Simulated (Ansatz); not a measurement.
**(InP)2(CdSe)2 [001] superlattice, started as zinc blende: phonons and vibrational spectra**

Wanted: vibrations and spectra of (InP)2(CdSe)2 [001] superlattice, started as zinc blende; the cell is already relaxed.

Calculated with Ansatz 0.2.0; DFT PBEsol, scalar-relativistic, plane waves, PAW.

The structure was built from a prototype and need not be the compound's stable phase.

## Step 1: Set-up

The structure is orthorhombic, space group Pmm2 (No. 25). Conventional cell: a = 4.200 Å, b = 4.263 Å, c = 11.992 Å, α = 90.00°, β = 90.00°, γ = 90.00°. Nearest to Cd lie 2 P at 2.50 Å and 2 Se at 2.69 Å. Cd has 4 Se at 2.58 to 2.68 Å nearest. In has 2 P at 2.51 Å and 2 Se at 2.67 Å nearest. Nearest to In lie 4 P at 2.52 to 2.60 Å. Nearest to P lie 4 In at 2.51 to 2.60 Å. P has 2 Cd at 2.50 Å and 2 In at 2.52 Å nearest. Farther neighbours and most contacts between anions are not listed.

## Step 2: Modes at Γ

The cell comes from relaxations at this level that are not shown. The zone centre is the only wavevector solved here; it holds the modes that light can see, as far as symmetry allows. No field response is asked.

input.yaml

```yaml
crystal:
  lattice:
    - [2.9701559016, 2.9701559016, 0.0]
    - [-3.014740327, 3.014740327, 0.0]
    - [0.0, 0.0, 11.9924945439]
  atoms:
    - { symbol: Cd, position: [0.0, 0.0, 0.4811906035] }
    - { symbol: Cd, position: [0.5, 0.5, 0.742413829] }
    - { symbol: In, position: [0.0, 0.0, 0.0159509811] }
    - { symbol: In, position: [0.5, 0.5, 0.2555489634] }
    - { symbol: P, position: [0.5, 0.0, 0.1308604424] }
    - { symbol: P, position: [0.0, 0.5, 0.3715112349] }
    - { symbol: Se, position: [0.5, 0.0, 0.6212464786] }
    - { symbol: Se, position: [0.0, 0.5, 0.8812774675] }
kpoints:
  mp_grid: { grid: [8, 8, 4] }
hamiltonian:
  xc: pbesol
scf:
  occupations: { method: gaussian, width: 0.01 }
output:
  eigenvalues: true
phonons:
  method: dfpt
```

Launch:

```console
$ ansatz run input.yaml --threads 4 --pin off --max-ram 14336MiB --backend cpu --events-out ev --progress --plain --runs-dir out
```

Numbers of over 12 decimals in the logs are rounded to 6 here.

Output:

```text
zone centre: on kpoints.mp_grid the ground state, and the responses unless they are solved on pairs of k-points, stand on 102 of the mesh's 256 k-points, reduced under 2 symmetry operations, with k and −k counted as one. Each operation leaves every solved displacement unchanged or reverses it
Engine: ansatz 0.2.0, aarch64-unknown-linux-gnu
Pseudopotentials: kind: paw
Pseudopotential: Cd, paw, valence charge 20, recommended cutoff 420 eV (normal), Cd.paw.azcp
Pseudopotential: In, paw, valence charge 13, recommended cutoff 420 eV (normal), In.paw.azcp
Pseudopotential: P, paw, valence charge 5, recommended cutoff 420 eV (normal), P.paw.azcp
Pseudopotential: Se, paw, valence charge 16, recommended cutoff 420 eV (normal), Se.paw.azcp
Functional definition: PBEsol
  exchange = pbesol_x
  correlation = pbesol_c
Crystal: 8 atoms, lattice volume = 214.768 Å³
Basis set: ecut = 420 eV, 4189 PW (Γ), exchange–correlation on 60×60×162 points (8 copies of the dense FFT grid, shifted against one another)
Bands: 65, of which v1, the nominal top of the filled ones, is band 54 counted from 1 (53 counted from 0)
Symmetry: 4 space group operations
k-points: 102 of 256 (irreducible under 2 space group operations, time reversal used)
Non-local potential: Cd, projectors of the file, l = 0: 3, l = 1: 2, l = 2: 2, l = 3: 1
Non-local potential: In, projectors of the file, l = 0: 2, l = 1: 2, l = 2: 2, l = 3: 2
Non-local potential: P, projectors of the file, l = 0: 2, l = 1: 2, l = 2: 2
Non-local potential: Se, projectors of the file, l = 0: 2, l = 1: 2, l = 2: 3, l = 3: 1
PAW form: soft (Blöchl's): semilocal exchange-correlation on the pseudo side does not see the compensation charge
PAW frozen core: Cd, regenerated for the run's functional, and the local potential with it (the file was generated under x = pbe(κ = 0.804, μ = 0.219515), c = pbe(β = 0.066725))
PAW frozen core: In, regenerated for the run's functional, and the local potential with it (the file was generated under x = pbe(κ = 0.804, μ = 0.219515), c = pbe(β = 0.066725))
PAW frozen core: P, regenerated for the run's functional, and the local potential with it (the file was generated under x = pbe(κ = 0.804, μ = 0.219515), c = pbe(β = 0.066725))
PAW frozen core: Se, regenerated for the run's functional, and the local potential with it (the file was generated under x = pbe(κ = 0.804, μ = 0.219515), c = pbe(β = 0.066725))
PAW one-centre angular grid: Cd, 590 points (default); XC on 64 Gauss nodes
PAW one-centre angular grid: In, 590 points (default); XC on 64 Gauss nodes
PAW one-centre angular grid: P, 110 points (default); XC on 64 Gauss nodes
PAW one-centre angular grid: Se, 590 points (default); XC on 64 Gauss nodes
Initial density: superposition of atomic densities (neutral atoms: chi_scale 0, normalization atom), corrected by the library's trained network
Initial wavefunctions: pseudopotential atomic-orbital guess
Functional: x = pbesol(κ = 0.804, μ = 0.123457), c = pbesol(β = 0.046)
SCF iter   1: F=—  HF=-39750.228274 eV  |F-HF|=—  |Δ(HF+E_count)|=         —  Δρ=4.89e-3  dr2=8.13e-2  ethr=1.77e-3  ⟨swp⟩=7.3  Hψ=25767  notcnv=0  defer=9
preconditioner: auto → LDOS  [metal: Δε(μ)=0.009 eV  Ē_g=12.351 eV  σ=0.010 eV  W_gap=0.45  n_scr=56 (ndim 8)  ℏωp=21.5 eV  f_vac=0.112  D(μ)=0.82/eV (n_scr^D=2)  β→1.0]
SCF iter   2: F=—  HF=-39750.225350 eV  |F-HF|=—  |Δ(HF+E_count)|=   2.92e-3  Δρ=4.62e-3  dr2=6.77e-2  ethr=7.53e-5  ⟨swp⟩=3.2  Hψ=14948  notcnv=0  defer=535
preconditioner: auto → Resta (q_TF=auto, 2.433 Å⁻¹)  ε∞=4.0  [insulator: Δε(μ)=0.117 eV  Ē_g=12.420 eV  σ=0.010 eV  W_gap=1.00  n_scr=56 (ndim 8)  ℏωp=21.5 eV  f_vac=0.099  D(μ)=0.00/eV (n_scr^D=0)  ε∞_Penn≈4.0  β→0.5]
SCF iter   3: F=—  HF=-39750.203428 eV  |F-HF|=—  |Δ(HF+E_count)|=   2.19e-2  Δρ=5.44e-4  dr2=7.33e-4  ethr=6.26e-5  ⟨swp⟩=2.9  Hψ=9504  notcnv=0  defer=535
SCF iter   4: F=—  HF=-39750.203516 eV  |F-HF|=—  |Δ(HF+E_count)|=   8.74e-5  Δρ=1.89e-4  dr2=8.86e-5  ethr=6.79e-7  ⟨swp⟩=2.3  Hψ=10920  notcnv=0  defer=535
SCF iter   5: F=—  HF=-39750.203544 eV  |F-HF|=—  |Δ(HF+E_count)|=   2.86e-5  Δρ=6.68e-5  dr2=1.59e-5  ethr=8.21e-8  ⟨swp⟩=2.0  Hψ=10276  notcnv=0  defer=535
SCF iter   6: F=—  HF=-39750.203537 eV  |F-HF|=—  |Δ(HF+E_count)|=   7.78e-6  Δρ=2.58e-5  dr2=1.76e-6  ethr=1.47e-8  ⟨swp⟩=2.0  Hψ=10276  notcnv=0  defer=535
SCF iter   7: F=—  HF=-39750.203595 eV  |F-HF|=—  |Δ(HF+E_count)|=   5.84e-5  Δρ=1.10e-5  dr2=2.98e-7  ethr=1.63e-9  ⟨swp⟩=2.2  Hψ=9190  notcnv=0  defer=535
SCF iter   8: F=—  HF=-39750.203595 eV  |F-HF|=—  |Δ(HF+E_count)|=   3.48e-7  Δρ=2.21e-6  dr2=1.73e-8  ethr=2.76e-10  ⟨swp⟩=2.0  Hψ=10304  notcnv=0  defer=535
SCF iter   9: F=—  HF=-39750.203595 eV  |F-HF|=—  |Δ(HF+E_count)|=   1.39e-8  Δρ=8.14e-7  dr2=3.15e-9  ethr=1.60e-11  ⟨swp⟩=3.0  Hψ=11576  notcnv=0  defer=535
SCF iter  10: F=—  HF=-39750.203595 eV  |F-HF|=—  |Δ(HF+E_count)|=   1.36e-9  Δρ=3.22e-7  dr2=4.14e-10  ethr=2.92e-12  ⟨swp⟩=2.0  Hψ=10956  notcnv=0  defer=535
SCF iter  11: F=—  HF=-39750.203595 eV  |F-HF|=—  |Δ(HF+E_count)|=  3.64e-10  Δρ=1.48e-7  dr2=8.16e-11  ethr=1.00e-12  ⟨swp⟩=2.0  Hψ=10899  notcnv=0  defer=535
SCF iter  12: F=—  HF=-39750.203595 eV  |F-HF|=—  |Δ(HF+E_count)|=  1.46e-11  Δρ=5.09e-8  dr2=1.70e-11  ethr=1.00e-12  ⟨swp⟩=1.2  Hψ=6120  notcnv=0  defer=535
SCF iter  13: F=-39750.203595 eV  HF=-39750.203595 eV  |F-HF|=7.28e-12  |Δ(HF+E_count)|=    0.00e0  Δρ=1.87e-8  dr2=1.61e-12  ethr=1.00e-12  ⟨swp⟩=13.0  Hψ=32740  notcnv=0
SCF 1 converged in 13 iterations: F = -39750.203595 eV  dr2 = 1.61e-12
  greatest PAW one-centre occupation: 1.000 electrons in one spin orbital (limit 2), on the Cd atom at site 0 (counted from 0), in its partial waves of l = 0
DFPT response loops at Γ: preconditioner auto → Resta (q_TF=auto, 2.433 Å⁻¹)  ε∞=30.4 (no band partly filled); β = 1.00, the filter's whole step (`scf.mixing.beta` (0.50) is not read by the response loops at its default; to damp them type it under 1.00, their step now; it binds the ground state too); Broyden in place of MSR1
SCF converged after 13 iterations
Free energy (F): -39750.203595 eV
Harris-Foulkes:  -39750.203595 eV  (|F-HF|=7.28e-12)
Internal energy: -39750.203595 eV  (E = F + TS)
E sigma→0 (E₀):  -39750.203595 eV
Fermi energy:    7.455342 eV
--- Per-component energies (eV) ---
  E_band       = -1921.708379
  E_kinetic    = 1872.843900
  E_local      = -18060.531471  (includes V_loc(G=0)·N_el)
  E_nonlocal   = -307.254946
  E_hartree    = 8398.238239
  E_xc         = -1105.114840
  E_vxc        = -957.668827  (∫ρ·V_xc dr)
  E_paw        = -21040.584374  (= ΣΔE_a)
  E_vpaw       = -1265.572323  (= ΣTr[D̂ρ^β])
  E_aug_tail   = -0.001117  (compensation charges beyond the density's cutoff)
  E_ewald      = -9511.063804
  E_core_change = 3.264817  (= ΣΔE_core)
  E_smearing   = -0.000000  (= −TS)
  E_closure    = 0.000000  (closes the sum)
  Σ components = -39750.203595   (vs F -39750.203595, Δ=0.00e0)
--- Band table (eV; the first three rows and the last of 102) ---
  k-point 0: bands = [... 50 lower, 5.9733, 7.0334, 7.0704, 7.4228, 7.4879, 9.0276, 9.3074, 10.1216, ... 7 higher]
  k-point 1: bands = [... 50 lower, 6.2464, 6.4000, 6.9747, 7.3605, 8.1097, 9.0346, 9.2757, 9.8322, ... 7 higher]
  k-point 2: bands = [... 50 lower, 6.2145, 6.4815, 6.8201, 7.2909, 8.6726, 8.9994, 9.1496, 9.5570, ... 7 higher]
  k-point 101: bands = [... 50 lower, 4.8732, 4.9288, 5.3556, 5.4163, 9.5055, 9.8236, 10.0111, 10.4057, ... 7 higher]
--- Phonons (Γ-DFPT): 16 representative perturbations + reference, on 102 of 256 k-points (Σ response iterations 53) ---
  k mesh reduced under 2 symmetry operations, with k and −k counted as one. Each operation leaves every solved displacement unchanged or reverses it
  ASR residual: 5.884e-5 → 0.000e0 eV/Å²; symmetrization residual: 1.528e-5 eV/Å²
  ASR residual per site (eV/Å²): 1.15e-5 1.17e-5 3.29e-5 1.56e-5 9.52e-6 5.88e-5 4.39e-5 4.47e-5
  Γ frequencies (cm⁻¹): 0.00 0.00 0.00 33.29 40.50 46.98 47.26 55.74 62.82 96.98 98.48 144.78 150.61 154.84 166.29 178.85 192.97 200.11 269.50 294.57 305.57 307.95 319.48 336.35
  non-analytic LO–TO correction: not included (Born effective charges unavailable; polar crystals: no LO–TO splitting at Γ)
```

Elapsed: 12 min, on 4 threads of Arm Neoverse V1, shared host; peak memory 4.3 GiB; 49 min of CPU time.

Numbers from this step:

| Property | Result |
| --- | --- |
| volume per atom | 26.85 Å³ |
| gap on the k-mesh | 0.06502 eV |
| sum-rule residual before enforcement | 5.88e-5 eV/Å² |
| point group | mm2 |
| highest optical mode at the zone centre (no LO-TO term) | 336.4 cm⁻¹ |
| lowest optical zone-centre mode | 33.29 cm⁻¹ |

Without the LO-TO term. Patterns of degenerate modes are one choice out of their space. The modes at Γ (shares of kinetic energy by element, %):

```
mode  frequency (cm⁻¹)  symmetry  Cd %  In %  P %  Se %
   1               0.0  acoustic    33    34    9    23
   2               0.0  acoustic    33    34    9    23
   3               0.0  acoustic    33    34    9    23
   4              33.3        B1    71     3    1    26
   5              40.5        B2    51    19    3    27
   6              47.0        B2    39    37    8    16
   7              47.3        B1    33    45   10    13
   8              55.7        B2    24    62   12     2
   9              62.8        B1     2    83   15     1
  10              97.0        A1    36    35    5    23
  11              98.5        A1    42    34    8    16
  12             144.8        B1    34     0    0    65
  13             150.6        A1    50    45    1     4
  14             154.8        B1    27     0    0    72
  15             166.3        B2     1    33    0    66
  16             178.8        A1    34     2    1    63
  17             193.0        A1     2    27    3    69
  18             200.1        B2    35     0    0    65
  19             269.5        B2     0    15   84     1
  20             294.6        A1     2    14   82     1
  21             305.6        A1     1     9   90     0
  22             307.9        B2    16     0   83     0
  23             319.5        B1     0    19   81     0
  24             336.4        B1     0    16   84     0
```

Displacements in mode 4 (33.3 cm⁻¹), the largest set to 1:
```
Cd1 -0.71 -0.71  0.00
Cd2  1.00  1.00  0.00
In3 -0.10 -0.10  0.00
In4 -0.20 -0.20  0.00
P5  -0.11 -0.11  0.00
P6  -0.21 -0.21  0.00
Se7 -0.54 -0.54  0.00
Se8  0.71  0.71  0.00
```

Displacements in mode 24 (336.4 cm⁻¹), the largest set to 1:
```
Cd1  0.00  0.00  0.00
Cd2  0.00  0.00  0.00
In3 -0.23 -0.23  0.00
In4  0.05  0.05  0.00
P5   1.00  1.00  0.00
P6  -0.32 -0.32  0.00
Se7  0.00  0.00  0.00
Se8 -0.01 -0.01  0.00
```

Before it was imposed, the acoustic sum rule was missed by 5.9e-5 eV/Å². Small misses are needed for a sound result but don't prove that mesh and cutoff are converged. The lowest optical mode is real, 33.3 cm⁻¹.

## Step 3: Isotope substitution, element Cd, natural mass 112.414 amu

An isotope changes the mass and not the force constants, so no new electronic calculation is needed; the shifts show which modes move this element.

The same force constants with the mass of Cd changed from 112.414 to 115.905 u (phonopy, no LO-TO term). Both lists are sorted by frequency; levels can cross, so a row need not hold one and the same mode. Modes under 3 cm⁻¹ are left out. Isotope shifts, by row:

```
    q  rank  natural mass (cm⁻¹)  changed mass (cm⁻¹)
0 0 0     4                33.29                32.93
0 0 0     5                 40.5                40.18
0 0 0     6                46.98                46.69
0 0 0     7                47.26                47.03
0 0 0     8                55.74                55.54
0 0 0     9                62.82                 62.8
0 0 0    10                96.98                96.44
0 0 0    11                98.48                97.84
0 0 0    12                144.8                  144
0 0 0    13                150.6                149.5
0 0 0    14                154.8                154.2
0 0 0    15                166.3                166.3
0 0 0    16                178.8                177.9
0 0 0    17                  193                192.9
0 0 0    18                200.1                199.1
0 0 0    19                269.5                269.5
0 0 0    20                294.6                294.5
0 0 0    21                305.6                305.5
0 0 0    22                307.9                307.2
0 0 0    23                319.5                319.5
0 0 0    24                336.4                336.4
```

A mode of this element alone would shift by -1.52 %. The highest zone-centre frequency without the field goes from 336.4 to 336.4 cm⁻¹ (+0.0 %). The product of the frequency ratios over all optical modes at Γ is 0.926; the product rule, (m/m′)^(3k/2) (M′/M)^(3/2) with k = 2 such atoms and M the mass of the cell, gives 0.927.

## Step 4: Another isotope, element In, natural mass 114.818 amu

The same for In, from 114.82 to 112.90 u.

The same force constants with the mass of In changed from 114.818 to 112.904 u (phonopy, no LO-TO term). Both lists are sorted by frequency; levels can cross, so a row need not hold one and the same mode. Modes under 3 cm⁻¹ are left out. Isotope shifts, by row:

```
    q  rank  natural mass (cm⁻¹)  changed mass (cm⁻¹)
0 0 0     4                33.29                 33.3
0 0 0     5                 40.5                40.56
0 0 0     6                46.98                47.12
0 0 0     7                47.26                47.44
0 0 0     8                55.74                56.03
0 0 0     9                62.82                63.25
0 0 0    10                96.98                97.26
0 0 0    11                98.48                98.76
0 0 0    12                144.8                144.8
0 0 0    13                150.6                151.2
0 0 0    14                154.8                154.8
0 0 0    15                166.3                166.8
0 0 0    16                178.8                178.9
0 0 0    17                  193                193.4
0 0 0    18                200.1                200.1
0 0 0    19                269.5                269.8
0 0 0    20                294.6                294.9
0 0 0    21                305.6                305.8
0 0 0    22                307.9                307.9
0 0 0    23                319.5                  320
0 0 0    24                336.4                336.8
```

A mode of this element alone would shift by +0.84 %. The highest zone-centre frequency without the field goes from 336.4 to 336.8 cm⁻¹ (+0.1 %). The product of the frequency ratios over all optical modes at Γ is 1.042; the product rule, (m/m′)^(3k/2) (M′/M)^(3/2) with k = 2 such atoms and M the mass of the cell, gives 1.043.

## Step 5: Isotope substitution, element Se, natural mass 78.971 amu

The same for Se, from 78.97 to 81.92 u.

A mode of this element alone would shift by -1.81 %. The highest zone-centre frequency without the field goes from 336.4 to 336.4 cm⁻¹ (+0.0 %). The product of the frequency ratios over all optical modes at Γ is 0.908; the product rule, (m/m′)^(3k/2) (M′/M)^(3/2) with k = 2 such atoms and M the mass of the cell, gives 0.908.

## Step 6: Summary of results

| Item | Value |
| --- | --- |
| space group (within 0.01 Å) | Pmm2 |
| volume per atom | 26.8 Å³ |
| gap on the k-mesh | 0.0650 eV |
| highest optical mode at the zone centre (no LO-TO term) | 336 cm⁻¹ |
| lowest optical zone-centre mode | 33.3 cm⁻¹ |
| imaginary modes at Γ (the only wavevector solved) | none |

What this shows: The structure is stable against zone-centre distortions, since no mode there is imaginary; other wavevectors were not solved, so zone-boundary instabilities are untested. Without the field, the optical modes at Γ span 33 to 336 cm⁻¹. No dispersion was computed. The highest mode in this list at Γ, 336.4 cm⁻¹, is mostly motion of P (84 % of the kinetic energy). The starting cell was built on a prototype and not taken from a measurement, so the phase need not exist. These are harmonic frequencies at zero temperature: anharmonic shifts, linewidths and thermal expansion are left out.

[Logs are printed without paths, hosts, clocks, repeated set-up lines and the standing remarks that a program may print on its own settings, such as how far it seeks lower states.]

[Hosts, paths, dates, database ids (printed as entryN), source tags and the programs' standing remarks are cut or masked in the printed files.]
